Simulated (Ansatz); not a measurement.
# Pd3PbC (Pm-3m): Grüneisen parameters, part 2 of 2

Wanted: mode Grüneisen parameters of Pd3PbC (Pm-3m).

Ansatz 0.2.0; DFT PBEsol, scalar-relativistic, plane waves, PAW; PAW set soft_1.

So far, highest frequency on the path or at a solved wavevector (cm⁻¹): step 2 (the dispersion) 553.

## (4) Phonons at the other volume, volume ratio 0.97

The phonons are repeated at this volume on the same k and q meshes.

The input, input.yaml:

```yaml
crystal:
  lattice:
    - [4.1782460564, 0.0, 0.0]
    - [0.0, 4.1782460564, 0.0]
    - [0.0, 0.0, 4.1782460564]
  atoms:
    - { symbol: Pd, position: [0.0, 0.5, 0.5] }
    - { symbol: Pd, position: [0.5, 0.5, 0.0] }
    - { symbol: Pd, position: [0.5, 0.0, 0.5] }
    - { symbol: Pb, position: [0.0, 0.0, 0.0] }
    - { symbol: C, position: [0.5, 0.5, 0.5] }
kpoints:
  mp_grid: { grid: [8, 8, 8] }
hamiltonian:
  xc: pbesol
  pseudopotentials: { kind: paw, azcp: { folder: soft_1 }, xc_functional: pbe }
scf:
  occupations: { method: methfessel_paxton, width: 0.2 }
output:
  eigenvalues: true
phonons:
  method: dfpt
  qmesh: [4, 4, 4]
  temperatures: { t_max: 1000, t_step: 50 }
  qpath:
    path:
      - [[0.0, 0.0, 0.0], [0.0, 0.5, 0.0], [0.5, 0.5, 0.0], [0.0, 0.0, 0.0], [0.5, 0.5, 0.5], [0.0, 0.5, 0.0]]
      - [[0.5, 0.5, 0.5], [0.5, 0.5, 0.0]]
    npoints: 10
```

Started as:

```sh
$ ansatz run input.yaml --threads 4 --pin off --max-ram 10240MiB --backend cpu --events-out ev --progress --plain --runs-dir out
```

Numbers of over 12 decimals in the logs are rounded to 6 here.

Log:

```text
[...]
Crystal: 5 atoms, lattice volume = 72.943 Å³
Basis set: ecut = 420 eV, 1365 PW (Γ), exchange–correlation on 60×60×60 points (8 copies of the dense FFT grid, shifted against one another)
Bands: 44, of which v1, the nominal top of the filled ones, is band 36 counted from 1 (35 counted from 0)
Symmetry: 48 space group operations
k-points: 35 of 512
[...]
SCF iter   1: F=—  HF=-32728.923872 eV  |F-HF|=—  |Δ(HF+E_count)|=         —  Δρ=1.75e-1  dr2=2.75e1  ethr=3.10e-3  ⟨swp⟩=6.5  Hψ=6180  notcnv=0
[...]
SCF iter  12: F=-32723.132458 eV  HF=-32723.132458 eV  |F-HF|=7.28e-12  |Δ(HF+E_count)|=    0.00e0  S|Δr|=    0.00e0  Δρ=2.12e-8  dr2=4.09e-13  ethr=1.00e-12  ⟨swp⟩=5.0  Hψ=5828  notcnv=0
SCF 1 converged in 12 iterations: F = -32723.132458 eV  dr2 = 4.09e-13
[...]
SCF iter   4: F=-32723.132458 eV  HF=-32723.132458 eV  |F-HF|=0.00e0  |Δ(HF+E_count)|=  7.28e-12  S|Δr|=    0.00e0  Δρ=5.69e-8  dr2=3.51e-12  ethr=1.00e-12  ⟨swp⟩=2.0  Hψ=2809  notcnv=0
SCF 2 converged in 4 iterations: F = -32723.132458 eV  dr2 = 3.51e-12
[...]
NSCF: frozen V_eff on 35 k-points
[...]
SCF converged after 12 iterations
[...]
Free energy (F): -32723.132458 eV
[...]
Internal energy: -32723.138318 eV  (E = F + TS)
E sigma→0 (E₀):  -32723.133923 eV
Entropy (-TS):   0.005860 eV (1.172 meV/atom)
Fermi energy:    18.099435 eV
[...]
--- Band table (eV; the first three rows and the last of 35) ---
  k-point 0: bands = [... 32 lower, 16.9079, 16.9097, 16.9097, 16.9097, 18.6736, 19.6111, 19.6111, 19.6111, ... 4 higher]
  k-point 1: bands = [... 32 lower, 16.8208, 16.9099, 17.0947, 17.0947, 18.3740, 19.8452, 19.8452, 20.0949, ... 4 higher]
  k-point 2: bands = [... 32 lower, 16.5764, 16.9105, 17.5364, 17.5364, 18.4283, 20.4292, 20.4292, 20.4719, ... 4 higher]
  k-point 34: bands = [... 32 lower, 15.9769, 16.7766, 16.7766, 16.7766, 17.1826, 19.7291, 19.7291, 19.7291, ... 4 higher]
[...]
ASR residual: 3.730e-6 → 0.000e0 eV/Å²; symmetrization residual: 3.665e-6 eV/Å²
  ASR residual per site (eV/Å²): 3.73e-6 3.73e-6 3.73e-6 3.02e-6 1.86e-6
[...]
--- Phonons (arbitrary-q DFPT): 10 irreducible q on the 4×4×4 mesh ---
[...]
interpolated dispersion: 62 rows × 15 modes
[...]
```

Run time: 22 min. Hardware: 4 threads of Arm Neoverse V2, shared host; peak memory 3.8 GiB; 86 min of CPU time.

Numbers from this step:

- sum-rule residual before enforcement: 3.73e-6 eV/Å²
- lowest frequency on the path: -55.10 cm⁻¹
- highest frequency on the path or at a solved wavevector: 587.1 cm⁻¹
- highest optical mode at the zone centre (no LO-TO term): 353.4 cm⁻¹
- lowest optical zone-centre mode: -17.79 cm⁻¹
- lowest mode on the q mesh (acoustic modes at Γ apart): -49.87 cm⁻¹

Frequencies (cm⁻¹) solved at each irreducible wavevector; negative means imaginary. Frequencies by wavevector, by row:

| q in reciprocal lattice units | star | mode 1 | mode 2 | mode 3 | mode 4 | mode 13 | mode 14 | mode 15 |
| --- | --- | --- | --- | --- | --- | --- | --- | --- |
| 0 0 0 | 1 | -17.8 | -17.8 | -17.8 | 0 | 353.4 | 353.4 | 353.4 |
| 0 0 0.25 | 6 | -37.7 | -37.7 | 40.2 | 48.6 | 373.9 | 373.9 | 487 |
| 0 0 -0.5 | 3 | 39.4 | 40.2 | 40.2 | 62.5 | 381.7 | 381.7 | 558.7 |
| 0 0.25 0.25 | 12 | -49.9 | -37.6 | 17.5 | 48.6 | 375.3 | 473.8 | 505 |
| 0 0.25 -0.5 | 12 | 20.6 | 39.4 | 40.5 | 43.9 | 385.1 | 497.2 | 568.4 |
| 0 -0.5 -0.5 | 3 | -31.8 | -31.8 | 33.2 | 33.2 | 399.3 | 577.5 | 577.5 |
| 0.25 0.25 0.25 | 8 | -38 | 11 | 11 | 42.1 | 473.3 | 504.4 | 504.4 |
| 0.25 0.25 -0.5 | 12 | 13.6 | 21.2 | 25.7 | 48.1 | 499.2 | 505.9 | 572.5 |
| 0.25 -0.5 -0.5 | 6 | 13.1 | 13.1 | 31.4 | 56.9 | 512.1 | 579.4 | 579.4 |
| -0.5 -0.5 -0.5 | 1 | 23.4 | 23.4 | 23.4 | 75.9 | 587.1 | 587.1 | 587.1 |

The highest optical mode at the zone centre (no LO-TO term) is 353.4 cm⁻¹, +47.5 cm⁻¹ against the base run.

## (5) Relaxing at another volume, volume ratio 1.03

The volume is scaled by 1.03 and held; symmetry leaves nothing to relax, so this is a single point. The modes can then be followed against volume.

input.yaml, the sections that differ from step 4:

```yaml
crystal:
  lattice:
    - [4.2626778155, 0.0, 0.0]
    - [0.0, 4.2626778155, 0.0]
    - [0.0, 0.0, 4.2626778155]
  atoms:
    - { symbol: Pd, position: [0.0, 0.5, 0.5] }
    - { symbol: Pd, position: [0.5, 0.5, 0.0] }
    - { symbol: Pd, position: [0.5, 0.0, 0.5] }
    - { symbol: Pb, position: [0.0, 0.0, 0.0] }
    - { symbol: C, position: [0.5, 0.5, 0.5] }
output:
  forces: true
  stress: true
  eigenvalues: true
# kpoints, hamiltonian, scf: as in step 4
# phonons: removed
```

Log:

```text
[...]
Crystal: 5 atoms, lattice volume = 77.455 Å³
Basis set: ecut = 420 eV, 1503 PW (Γ), exchange–correlation on 60×60×60 points (8 copies of the dense FFT grid, shifted against one another)
Bands: 44, of which v1, the nominal top of the filled ones, is band 36 counted from 1 (35 counted from 0)
Symmetry: 48 space group operations
[...]
k-points: 35 of 512
[...]
k-point 0: bands = [... 32 lower, 15.5499, 15.5499, 15.5499, 15.5643, 16.9888, 18.2522, 18.2522, 18.2522, ... 4 higher]
  k-point 1: bands = [... 32 lower, 15.4871, 15.5501, 15.7298, 15.7298, 16.8075, 18.4632, 18.4632, 18.5624, ... 4 higher]
  k-point 2: bands = [... 32 lower, 15.2700, 15.5506, 16.1558, 16.1558, 16.8851, 18.8223, 18.9899, 18.9899, ... 4 higher]
  k-point 34: bands = [... 32 lower, 14.7191, 15.4386, 15.4386, 15.4386, 15.6719, 18.1705, 18.1705, 18.1705, ... 4 higher]
[key lines of the parts left out:]
SCF converged after 8 iterations
Free energy (F): -32723.136847 eV
Fermi energy:    16.626312 eV
P = ⅓ Tr σ = -4.5711 GPa (-45.711 kbar)
```

Wall time 1.6 s (4 threads); peak memory 0.49 GiB; 5.8 s of CPU time.

Numbers from this step:

| Property | Result |
| --- | --- |
| pressure | -4.571 GPa |
| volume per atom | 15.49 Å³ |

The run ends at a pressure of -4.57 GPa.

## (6) Phonons at the other volume, volume ratio 1.03

The phonons are repeated at this volume on the same k and q meshes.

input.yaml: that of step 5 with these lines changed.

```diff
@@ -19,4 +19,11 @@
 output:
-  forces: true
-  stress: true
   eigenvalues: true
+phonons:
+  method: dfpt
+  qmesh: [4, 4, 4]
+  temperatures: { t_max: 1000, t_step: 50 }
+  qpath:
+    path:
+      - [[0.0, 0.0, 0.0], [0.0, 0.5, 0.0], [0.5, 0.5, 0.0], [0.0, 0.0, 0.0], [0.5, 0.5, 0.5], [0.0, 0.5, 0.0]]
+      - [[0.5, 0.5, 0.5], [0.5, 0.5, 0.0]]
+    npoints: 10
```

Log:

```text
[...]
Crystal: 5 atoms, lattice volume = 77.455 Å³
Basis set: ecut = 420 eV, 1503 PW (Γ), exchange–correlation on 60×60×60 points (8 copies of the dense FFT grid, shifted against one another)
Bands: 44, of which v1, the nominal top of the filled ones, is band 36 counted from 1 (35 counted from 0)
Symmetry: 48 space group operations
k-points: 35 of 512
[...]
k-point 34: bands = [... 32 lower, 14.7191, 15.4386, 15.4386, 15.4386, 15.6719, 18.1705, 18.1705, 18.1705, ... 4 higher]
[...]
ASR residual: 6.842e-5 → 0.000e0 eV/Å²; symmetrization residual: 2.473e-6 eV/Å²
  ASR residual per site (eV/Å²): 1.35e-5 1.35e-5 1.35e-5 6.84e-5 1.02e-6
[...]
--- Phonons (arbitrary-q DFPT): 10 irreducible q on the 4×4×4 mesh ---
[...]
interpolated dispersion: 62 rows × 15 modes
[...]
[key lines of the parts left out:]
SCF converged after 11 iterations
Free energy (F): -32723.136847 eV
Fermi energy:    16.626296 eV
```

Run time: 21 min. Hardware: 4 threads; peak memory 3.9 GiB.

Numbers from this step:

* sum-rule residual before enforcement: 6.84e-5 eV/Å²
* lowest frequency on the path: -67.85 cm⁻¹
* highest frequency on the path or at a solved wavevector: 520.8 cm⁻¹
* highest optical mode at the zone centre (no LO-TO term): 257.6 cm⁻¹
* lowest optical zone-centre mode: -43.17 cm⁻¹
* lowest mode on the q mesh (acoustic modes at Γ apart): -56.28 cm⁻¹

The highest optical mode at the zone centre (no LO-TO term) is 257.6 cm⁻¹, -48.3 cm⁻¹ against the base run.

## (7) Grüneisen parameters

The Grüneisen parameter of a mode is minus the logarithmic change of its frequency with volume, −d ln ω / d ln V; weighted by heat capacity it gives the expansion.

Numbers from this step:

| Item | Value |
| --- | --- |
| bulk modulus | 167.9 GPa |

Phonon branches along the path, in cm⁻¹:

| point | branch 1 | branch 2 | branch 3 | branch 4 | branch 12 | branch 13 | branch 14 | branch 15 |
| --- | --- | --- | --- | --- | --- | --- | --- | --- |
| Γ | -31 | -31 | -31 | 0 | 97 | 306 | 306 | 306 |
| halfway | -42 | -42 | 32 | 46 | 127 | 326 | 326 | 448 |
| X | 28 | 36 | 36 | 57 | 138 | 336 | 336 | 522 |
| halfway | -27 | 31 | 35 | 38 | 148 | 339 | 460 | 532 |
| M | -31 | -31 | 22 | 22 | 162 | 354 | 542 | 542 |
| halfway | -53 | -49 | 13 | 45 | 133 | 328 | 435 | 467 |
| Γ | -31 | -31 | -31 | 0 | 97 | 306 | 306 | 306 |
| halfway | -50 | -9 | -9 | 39 | 157 | 435 | 466 | 466 |
| R | 23 | 23 | 23 | 75 | 212 | 553 | 553 | 553 |
| halfway | -3 | 5 | 22 | 45 | 173 | 462 | 468 | 537 |
| X | 28 | 36 | 36 | 57 | 138 | 336 | 336 | 522 |
| jump to R | 23 | 23 | 23 | 75 | 212 | 553 | 553 | 553 |
| halfway | 12 | 12 | 28 | 54 | 192 | 474 | 544 | 544 |
| M | -31 | -31 | 22 | 22 | 162 | 354 | 542 | 542 |

The same for volume x 0.97:

| point | branch 1 | branch 2 | branch 3 | branch 4 | branch 12 | branch 13 | branch 14 | branch 15 |
| --- | --- | --- | --- | --- | --- | --- | --- | --- |
| Γ | -18 | -18 | -18 | 0 | 107 | 353 | 353 | 353 |
| X | 39 | 40 | 40 | 62 | 156 | 382 | 382 | 559 |
| M | -32 | -32 | 33 | 33 | 180 | 399 | 578 | 578 |
| Γ | -18 | -18 | -18 | 0 | 107 | 353 | 353 | 353 |
| R | 23 | 23 | 23 | 76 | 229 | 587 | 587 | 587 |
| X | 39 | 40 | 40 | 62 | 156 | 382 | 382 | 559 |
| R | 23 | 23 | 23 | 76 | 229 | 587 | 587 | 587 |
| M | -32 | -32 | 33 | 33 | 180 | 399 | 578 | 578 |

The same for volume x 1.03:

| point | branch 1 | branch 2 | branch 3 | branch 4 | branch 12 | branch 13 | branch 14 | branch 15 |
| --- | --- | --- | --- | --- | --- | --- | --- | --- |
| Γ | -43 | -43 | -43 | 0 | 88 | 258 | 258 | 258 |
| X | 14 | 31 | 31 | 51 | 121 | 290 | 290 | 487 |
| M | -31 | -31 | -29 | 9 | 145 | 309 | 507 | 507 |
| Γ | -43 | -43 | -43 | 0 | 88 | 258 | 258 | 258 |
| R | 22 | 22 | 22 | 73 | 195 | 521 | 521 | 521 |
| X | 14 | 31 | 31 | 51 | 121 | 290 | 290 | 487 |
| R | 22 | 22 | 22 | 73 | 195 | 521 | 521 | 521 |
| M | -31 | -31 | -29 | 9 | 145 | 309 | 507 | 507 |

## (8) Outcome

```
bulk modulus : 168 GPa
```

What this shows: No expansion is given, because modes are imaginary at one volume or more. The highest optical mode at Γ goes from 353 to 258 cm⁻¹ as the cell grows, a Grüneisen parameter of 5.27. Branches are matched by rank, so values near crossings are rough. With no gap, or one that is small against the smearing, the frequencies hang on the k mesh and the smearing, most of all near Kohn anomalies. Spin-orbit coupling is left out, which can matter for the heavy elements here. The PAW files were made for PBE and serve the other functionals too.

[Logs are printed without paths, hosts, clocks, repeated set-up lines and the standing remarks that a program may print on its own settings, such as how far it seeks lower states.]

[Hosts, paths, dates, database ids (printed as entryN), source tags and the programs' standing remarks are cut or masked in the printed files.]
